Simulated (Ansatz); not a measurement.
# What Hf (model cell, started as body-centred cubic) distorts into, part 2 of 3

Which phase does Hf (model cell, started as body-centred cubic) fall into along its unstable mode, and how much energy does it gain?

Ansatz 0.2.0; DFT PBE, scalar-relativistic, plane waves, PAW; PAW set soft_1.

So far, highest frequency on the path or at a solved wavevector (cm⁻¹): step 2 (response at finite wavevector) 130. Also lowest frequency on the path (cm⁻¹): step 2 -91.6.

This is not the structure that Hf takes at ambient pressure and room temperature (hexagonal, No. 194); it is a model or a phase of other conditions.

## Step 6: Relaxation from the frozen mode

Starting from the lowest point found, all atoms and the cell are let go, so that strain and other modes of the same symmetry can join in.

input.yaml reads:

```yaml
crystal:
  lattice:
    - [-1.772003176, 1.772003176, 1.772003176]
    - [0.0, -3.544006352, 3.544006352]
    - [5.316009528, 1.772003176, 1.772003176]
  atoms:
    - { symbol: Hf, position: [0.0626311607, 0.0, -0.013381837] }
    - { symbol: Hf, position: [0.6873688393, 0.5, 0.263381837] }
    - { symbol: Hf, position: [0.4373688393, 0.0, 0.513381837] }
    - { symbol: Hf, position: [0.3126311607, 0.5, 0.736618163] }
kpoints:
  mp_grid: { grid: [14, 8, 8] }
hamiltonian:
  xc: pbe
  pseudopotentials: { kind: paw, azcp: { folder: soft_1 } }
scf:
  occupations: { method: methfessel_paxton, width: 0.2 }
output:
  forces: true
  stress: true
  eigenvalues: true
  write_density: true
  write_potential: true
  elf: true
  volumetric_format: npy
relax:
  adjacent_minimum: "off"
  f_tol: 0.002
  max_steps: 120
  cell: { stress_tol: 0.03 }
```

On the command line:

```console
$ ansatz run input.yaml --threads 4 --pin off --max-ram 16384MiB --backend cpu --events-out ev --progress --plain --runs-dir out
```

Numbers of over 12 decimals in the logs are rounded to 6 here.

What it wrote:

```text
[...]
Crystal: 4 atoms, lattice volume = 89.025 Å³
Basis set: ecut = 420 eV, 1739 PW (Γ), exchange–correlation on 48×72×80 points (8 copies of the dense FFT grid, shifted against one another)
Bands: 63, of which v1, the nominal top of the filled ones, is band 52 counted from 1 (51 counted from 0)
Symmetry: 4 space group operations
[...]
k-points: 290 of 896
[...]
SCF iter   1: F=—  HF=-62888.771834 eV  |F-HF|=—  |Δ(HF+E_count)|=         —  Δρ=3.54e-2  dr2=2.33e0  ethr=3.10e-3  ⟨swp⟩=5.2  Hψ=54742  notcnv=0
[...]
SCF iter  10: F=-62888.226024 eV  HF=-62888.226024 eV  |F-HF|=8.63e-9  |Δ(HF+E_count)|=   5.06e-9  S|Δr|=    0.00e0  Δρ=3.90e-6  dr2=1.11e-8  ethr=9.62e-11  ⟨swp⟩=19.8  Hψ=180828  notcnv=0
SCF 1 converged in 10 iterations: F = -62888.226024 eV  dr2 = 1.11e-8
  Residual-converged pass: ⟨swp⟩=1.1  Hψ=19501  notcnv=0  max |occ|·‖R‖ = 7.1e-9 eV (tolerance 1.0e-8 eV)  dr2=1.11e-8  dr2_onsite=1.99e-8  max |Δocc| = 4.5e-11
[...]
relax step   1: F+E_penalty+E_count = -62888.22602448 eV  Δ(F+E_penalty+E_count) = +0.000e0 eV  max|allowed force component| = 3.358e-1 eV/Å  Δτ_max = 0.0000 Å  P = +1.073 GPa  Ω = 89.025 Å³  (10 SCF iters, dr2 threshold 1.00e-7 eV, accepted)
Crystal: 4 atoms, lattice volume = 91.247 Å³
Basis set: ecut = 420 eV, 1773 PW (Γ), exchange–correlation on 48×72×80 points (8 copies of the dense FFT grid, shifted against one another)
[...]
iter 1 solved again at ethr=1.74e-4 eV; its pass at ethr=3.10e-3 eV (dr2=1.81e-1 eV) is discarded
[...]
SCF iter   9: F=-62888.406550 eV  HF=-62888.406550 eV  |F-HF|=2.90e-8  |Δ(HF+E_count)|=   3.06e-7  S|Δr|=    0.00e0  Δρ=7.20e-6  dr2=4.53e-8  ethr=3.85e-10  ⟨swp⟩=11.1  Hψ=181712  notcnv=0
SCF 2 converged in 9 iterations: F = -62888.406550 eV  dr2 = 4.53e-8
relax step   2: F+E_penalty+E_count = -62888.40654985 eV  Δ(F+E_penalty+E_count) = -1.805e-1 eV  max|allowed force component| = 4.141e-1 eV/Å  Δτ_max = 0.1948 Å  P = -1.733 GPa  Ω = 91.247 Å³  energy of the carried Pulay correction = -6.183e-4 eV  (9 SCF iters, dr2 threshold 4.00e-7 eV, accepted)
Crystal: 4 atoms, lattice volume = 91.257 Å³
Basis set: ecut = 420 eV, 1769 PW (Γ), exchange–correlation on 48×72×80 points (8 copies of the dense FFT grid, shifted against one another)
[...]
SCF iter   8: F=-62888.521991 eV  HF=-62888.521991 eV  |F-HF|=2.97e-7  |Δ(HF+E_count)|=   3.36e-7  S|Δr|=    0.00e0  Δρ=1.55e-5  dr2=1.74e-7  ethr=3.85e-10  ⟨swp⟩=14.4  Hψ=206831  notcnv=0
SCF 3 converged in 8 iterations: F = -62888.521991 eV  dr2 = 1.74e-7
relax step   3: F+E_penalty+E_count = -62888.52199089 eV  Δ(F+E_penalty+E_count) = -1.154e-1 eV  max|allowed force component| = 3.413e-1 eV/Å  Δτ_max = 0.1738 Å  P = -1.510 GPa  Ω = 91.257 Å³  energy of the carried Pulay correction = -6.209e-4 eV  (8 SCF iters, dr2 threshold 4.00e-7 eV, accepted)
[... from here on, the SCF cycles and remarks between the steps are left out ...]
relax step   4: F+E_penalty+E_count = -62888.62411696 eV  Δ(F+E_penalty+E_count) = -1.021e-1 eV  max|allowed force component| = 1.422e-1 eV/Å  Δτ_max = 0.1313 Å  P = +0.851 GPa  Ω = 89.122 Å³  energy of the carried Pulay correction = -2.711e-5 eV  (8 SCF iters, dr2 threshold 4.00e-7 eV, accepted)
relax step   5: F+E_penalty+E_count = -62888.63726528 eV  Δ(F+E_penalty+E_count) = -1.315e-2 eV  max|allowed force component| = 3.931e-2 eV/Å  Δτ_max = 0.0333 Å  P = -0.225 GPa  Ω = 89.897 Å³  energy of the carried Pulay correction = -2.445e-4 eV  (9 SCF iters, dr2 threshold 4.00e-7 eV, accepted)
relax step   6: F+E_penalty+E_count = -62888.63723838 eV  Δ(F+E_penalty+E_count) = +2.690e-5 eV  max|allowed force component| = 9.662e-2 eV/Å  Δτ_max = 0.0182 Å  P = +0.211 GPa  Ω = 89.545 Å³  energy of the carried Pulay correction = -1.460e-4 eV  (8 SCF iters, dr2 threshold 4.00e-7 eV, rejected (line search))
relax step   7: F+E_penalty+E_count = -62888.63985441 eV  Δ(F+E_penalty+E_count) = -2.589e-3 eV  max|allowed force component| = 6.703e-3 eV/Å  Δτ_max = 0.0054 Å  P = -0.014 GPa  Ω = 89.717 Å³  energy of the carried Pulay correction = -1.942e-4 eV  (12 SCF iters, accepted)
relax step   8: F+E_penalty+E_count = -62888.64021110 eV  Δ(F+E_penalty+E_count) = -3.567e-4 eV  max|allowed force component| = 6.632e-3 eV/Å  Δτ_max = 0.0031 Å  P = -0.006 GPa  Ω = 89.708 Å³  energy of the carried Pulay correction = -1.917e-4 eV  (6 SCF iters, dr2 threshold 1.10e-7 eV, accepted)
relax step   9: F+E_penalty+E_count = -62888.64024179 eV  Δ(F+E_penalty+E_count) = -3.069e-5 eV  max|allowed force component| = 1.311e-3 eV/Å  Δτ_max = 0.0026 Å  P = -0.013 GPa  Ω = 89.715 Å³  energy of the carried Pulay correction = -1.936e-4 eV  (8 SCF iters, dr2 threshold 3.55e-9 eV, accepted)
relax step  10: F+E_penalty+E_count = -62888.64024832 eV  Δ(F+E_penalty+E_count) = -6.526e-6 eV  max|allowed force component| = 3.367e-4 eV/Å  Δτ_max = 0.0009 Å  P = +0.001 GPa  Ω = 89.704 Å³  energy of the carried Pulay correction = -1.905e-4 eV  (5 SCF iters, dr2 threshold 4.12e-9 eV, accepted)
Basis set: ecut = 420 eV, 1755 PW (Γ), exchange–correlation on 48×72×90 points (8 copies of the dense FFT grid, shifted against one another)
[...]
SCF iter   8: F=-62888.640656 eV  HF=-62888.640656 eV  |F-HF|=0.00e0  |Δ(HF+E_count)|=  1.46e-11  S|Δr|=    0.00e0  Δρ=4.39e-8  dr2=1.33e-12  ethr=1.00e-12  ⟨swp⟩=5.0  Hψ=171569  notcnv=0
SCF 11 converged in 8 iterations: F = -62888.640656 eV  dr2 = 1.33e-12
[...]
relax step  11: F+E_penalty+E_count = -62888.64065586 eV  Δ(F+E_penalty+E_count) = -4.075e-4 eV  max|allowed force component| = 3.716e-4 eV/Å  Δτ_max = 0.0000 Å  P = +0.001 GPa  Ω = 89.704 Å³  stress off target by 1.22e-2 GPa  SCF on the basis re-selected at this cell (its energy is not comparable with the rows above)  (8 SCF iters)
basis re-selected at this cell: Δ(F+E_penalty+E_count) = -4.075e-4 eV, ΔP = +0.000 GPa vs the last step (what re-selecting the basis moved, of the pressure what is left beyond the Pulay correction that the steps carried, after the strain that the cell walked since its last selection, with what the two solves' SCF thresholds leave and, on support functions, any second-order correction that the steps lacked; it is no measure of the basis error at this ecutwfc). The dense FFT grid was sized anew with the basis: this SCF ran on 24×36×45 points, the steps before it on 24×36×40, so part of this shift can come from that change (see relax.cell in the input reference). [rest of the remark cut]
SCF converged after 8 iterations
[...]
Free energy (F): -62888.640656 eV
[...]
Internal energy: -62888.641018 eV  (E = F + TS)
E sigma→0 (E₀):  -62888.640747 eV
Entropy (-TS):   0.000363 eV (0.091 meV/atom)
Fermi energy:    17.928441 eV
[...]
--- Forces (eV/Å), atoms counted from 1 ---
  atom   1  Hf     0.00004008    -0.00037158    -0.00037158
  atom   2  Hf    -0.00004008     0.00037158     0.00037158
  atom   3  Hf    -0.00031134     0.00033291     0.00033291
  atom   4  Hf     0.00031134    -0.00033291    -0.00033291
  max |Σ_I F_I| component: 0.00e0 eV/Å
--- Stress (GPa, compression-positive) ---
        0.011823      -0.001898      -0.001898
       -0.001898      -0.004414      -0.000404
       -0.001898      -0.000404      -0.004414
  P = ⅓ Tr σ = 0.0010 GPa (0.010 kbar)
--- Band table (eV; the first three rows and the last of 290) ---
  k-point 0: bands = [... 48 lower, 16.6569, 17.0661, 17.0674, 17.6818, 18.9850, 19.1326, 19.1510, 19.9758, ... 7 higher]
  k-point 1: bands = [... 48 lower, 16.7300, 16.9727, 17.3331, 17.7384, 18.8427, 19.0075, 19.1106, 19.8275, ... 7 higher]
  k-point 2: bands = [... 48 lower, 16.9441, 17.1453, 17.4701, 17.9013, 18.6310, 18.6690, 19.0476, 19.5059, ... 7 higher]
  k-point 289: bands = [... 48 lower, 16.7464, 16.7464, 17.4770, 17.4770, 18.4246, 18.4246, 19.1483, 19.1483, ... 7 higher]
--- Relaxed structure (10 steps of the walk, 9 accepted, 1 SCFs on fresh bases) ---
  F+E_penalty+E_count = -62888.64065586 eV   max|allowed force component| = 3.716e-4 eV/Å   (the final SCF, on the basis selected at the relaxed cell)
  cell:  # Å, volume = 89.7039 Å³
    - [-1.910712, 1.742643, 1.742643]
    - [0.0, -3.468342, 3.468342]
    - [5.588717, 1.670934, 1.670934]
  atoms:
    - { symbol: Hf, position: [0.053617, -1.734723475976807e-18, -0.017433] }
    - { symbol: Hf, position: [0.696383, 0.500000, 0.267433] }
    - { symbol: Hf, position: [0.308333, 2.7755575615628914e-17, 0.491443] }
    - { symbol: Hf, position: [0.441667, 0.500000, 0.758557] }
```

Run time: 5.5 min. Hardware: 4 threads of Arm Neoverse V2, shared host; peak memory 1.3 GiB.

Step by step:

| step | energy less that of the first step (eV) | largest force component (eV/Å) | pressure (GPa) | volume (Å³) |
| --- | --- | --- | --- | --- |
| 1 | 0.0000 | 0.3358 | 1.07 | 89.03 |
| 2 | -0.1805 | 0.4141 | -1.73 | 91.25 |
| 3 | -0.2960 | 0.3413 | -1.51 | 91.26 |
| 4 | -0.3981 | 0.1422 | 0.85 | 89.12 |
| 5 | -0.4112 | 0.0393 | -0.23 | 89.90 |
| 6 | -0.4112 | 0.0966 | 0.21 | 89.55 |
| 7 | -0.4138 | 0.0067 | -0.01 | 89.72 |
| 8 | -0.4142 | 0.0066 | -0.01 | 89.71 |
| 9 | -0.4142 | 0.0013 | -0.01 | 89.72 |
| 10 | -0.4142 | 0.0003 | 0.00 | 89.70 |
| 11* | -0.4146 | 0.0004 | 0.00 | 89.70 |

Relaxation steps marked * repeat the geometry before them on a plane-wave basis chosen anew for their cell, so energy and pressure can jump there. Relaxation step 6 was tried and not accepted.

Forces are held to the 4 operations that the run works with; a distortion that breaks them can't arise in this run.

| cell as run | before | after | change |
| --- | --- | --- | --- |
| a (Å) | 3.069 | 3.118 | +1.6 % |
| b (Å) | 5.012 | 4.905 | -2.1 % |
| c (Å) | 5.877 | 6.068 | +3.2 % |
| β (°) | 100.02 | 104.87 | +4.8 % |
| volume (Å³/atom) | 22.26 | 22.43 | +0.8 % |

The atoms that moved most (Å, as changes of fractional coordinates times the final cell):

| atom | dx | dy | dz | length |
| --- | --- | --- | --- | --- |
| Hf3 | 0.124 | -0.262 | -0.262 | 0.390 |
| Hf4 | -0.124 | 0.262 | 0.262 | 0.390 |
| Hf2 | 0.005 | 0.022 | 0.022 | 0.032 |
| Hf1 | -0.005 | -0.022 | -0.022 | 0.032 |

Final coordinates:

```xyz
4
Lattice="-1.9107 1.7426 1.7426 0.0000 -3.4683 3.4683 5.5887 1.6709 1.6709" Properties=species:S:1:pos:R:3 pbc="T T T"
Hf   -0.1999    0.0643    0.0643
Hf    0.1640   -0.0738    3.3946
Hf    2.1574    1.3585    1.3585
Hf    3.3955    0.3030    3.7713
```

Numbers from this step:

* pressure: 9.98e-4 GPa
* volume per atom: 22.43 Å³

Valence density in the bc plane of the conventional cell at fractional x = 0.000, with atoms of Hf within 0.2 Å of it. It is the smooth field of the valence electrons, not physical close to the nuclei.

Ten steps, logarithmic in the rise over the least value, from '0' (0 e/Å³) to '9' (49 e/Å³), each cell a mean:
```
000001110000012100000000000000000
000035641000246520000000000000000
000158962001479841000000000000000
000159962001489841000000000000000
000136641000256520000000000000000
000001210000012100000000000000000
000000000000000000000000000000000
000000000000000002332000013321000
000000000000000015775100137862000
000000000000000026996200158983000
000000000000000015875100147862000
000000000000000002432000013421000
000000000000000000000000000000000
```
Columns run along b (11.7 Å), rows up along c (4.9 Å), edges of the conventional cell, whose origin can differ from the input's. Atoms in or near the plane, at fractional coordinates: Hf at (0.18, 0.75), Hf at (0.82, 0.25), Hf at (0.43, 0.75), Hf at (0.57, 0.25).

Electrostatic potential energy in the bc plane of the conventional cell at fractional x = 0.000, with atoms of Hf within 0.2 Å of it. With pseudopotentials it is smooth inside the atoms' cores, unlike the true potential.

Ten even steps from '0' (-15 eV) to '9' (21 eV), each cell a mean:
```
999864457998754568899999999999999
998620015887300037999999999999999
998401202786103006899988999999889
998402202786103106899988999999889
998610005887300037999999999999999
999864357998753468899999999999999
999988889999988777678999987678999
999999999999999863114789752126899
998999999989999840000478610102799
988899999888999730330377402401689
988999999989999840100478510102799
999999999999999863113789741125899
999988889999988877667899986678999
```
Columns run along b (11.7 Å; values clipped at the 3rd and 97th percentile), rows up along c (4.9 Å), edges of the conventional cell, whose origin can differ from the input's. Atoms in or near the plane, at fractional coordinates: Hf at (0.18, 0.75), Hf at (0.82, 0.25), Hf at (0.43, 0.75), Hf at (0.57, 0.25).

ELF in the bc plane of the conventional cell at fractional x = 0.000, with atoms of Hf within 0.2 Å of it. It is the smooth field of the valence electrons, not physical close to the nuclei.

Ten even steps from '0' (0.16) to '9' (0.85), each cell a mean:
```
763002210363123200245666432222456
541047851121368731466543356653334
320279984001699961365311247753212
320289984001699961365310247753212
541158862121378741466533356653333
763002210353123200345666432223456
765200013576421000111466300000367
544334444455665203553133114530046
322246753223565137997201159984024
211246753001465148998300179995012
322246753123565137997200169984013
543334444455665213653133125541046
765210013576421100111366300000267
```
Columns run along b (11.7 Å), rows up along c (4.9 Å), edges of the conventional cell, whose origin can differ from the input's. Atoms in or near the plane, at fractional coordinates: Hf at (0.18, 0.75), Hf at (0.82, 0.25), Hf at (0.43, 0.75), Hf at (0.57, 0.25).

The distorted start has space group P2_1/m; the relaxation ends in Cmcm.

## Step 7: The new phase in its own primitive cell

The relaxed structure is symmetrised, reduced to its primitive cell and relaxed tightly, as its phonons need.

input.yaml reads:

```yaml
crystal:
  lattice:
    - [1.5592010347, -5.8646536788, 0.0]
    - [1.5592010347, 5.8646536788, 0.0]
    - [0.0, 0.0, 4.9049760253]
  atoms:
    - { symbol: Hf, position: [0.8210494041, 0.1789505959, 0.75] }
    - { symbol: Hf, position: [0.1789505959, 0.8210494041, 0.25] }
    - { symbol: Hf, position: [0.5666115727, 0.4333884273, 0.75] }
    - { symbol: Hf, position: [0.4333884273, 0.5666115727, 0.25] }
kpoints:
  mp_grid: { grid: [14, 14, 10] }
hamiltonian:
  xc: pbe
  pseudopotentials: { kind: paw, azcp: { folder: soft_1 } }
scf:
  occupations: { method: methfessel_paxton, width: 0.2 }
output:
  forces: true
  stress: true
  eigenvalues: true
relax:
  adjacent_minimum: "off"
  f_tol: 0.001
  max_steps: 60
  cell: { stress_tol: 0.01 }
```

What it wrote:

```text
[...]
Crystal: 4 atoms, lattice volume = 89.704 Å³
Basis set: ecut = 420 eV, 1755 PW (Γ), exchange–correlation on 90×90×72 points (8 copies of the dense FFT grid, shifted against one another)
Bands: 63, of which v1, the nominal top of the filled ones, is band 52 counted from 1 (51 counted from 0)
Symmetry: 8 space group operations
[...]
k-points: 342 of 1960
[...]
--- Relaxed structure (4 steps of the walk, 4 accepted, 1 SCFs on fresh bases) ---
[...]
cell:  # Å, volume = 89.7033 Å³
    - [1.558945, -5.861047, 0.0]
    - [1.558945, 5.861047, 0.0]
    - [0.0, 0.0, 4.908769]
  atoms:
    - { symbol: Hf, position: [0.821342, 0.178658, 0.750000] }
    - { symbol: Hf, position: [0.178658, 0.821342, 0.250000] }
    - { symbol: Hf, position: [0.566765, 0.433235, 0.750000] }
    - { symbol: Hf, position: [0.433235, 0.566765, 0.250000] }
[key lines of the parts left out:]
SCF converged after 6 iterations
Free energy (F): -62888.639610 eV
Fermi energy:    17.925784 eV
P = ⅓ Tr σ = 0.0002 GPa (0.002 kbar)
```

The job ended after 2.2 min (4 threads; peak memory 1.5 GiB; 8.8 min of CPU time).

Little changed from the start: no atom moved by 0.005 Å and no cell edge by 0.1 %.

Numbers from this step:

* pressure: 2.24e-4 GPa

The largest force component left is 0.90 meV/Å and the pressure is 0.000 GPa, within the tolerances set. The cell now holds 22.43 Å³/atom.

(Part 2 of 3 ends here.)

[Logs are printed without paths, hosts, clocks, repeated set-up lines and the standing remarks that a program may print on its own settings, such as how far it seeks lower states.]

[Hosts, paths, dates, database ids (printed as entryN), source tags and the programs' standing remarks are cut or masked in the printed files.]
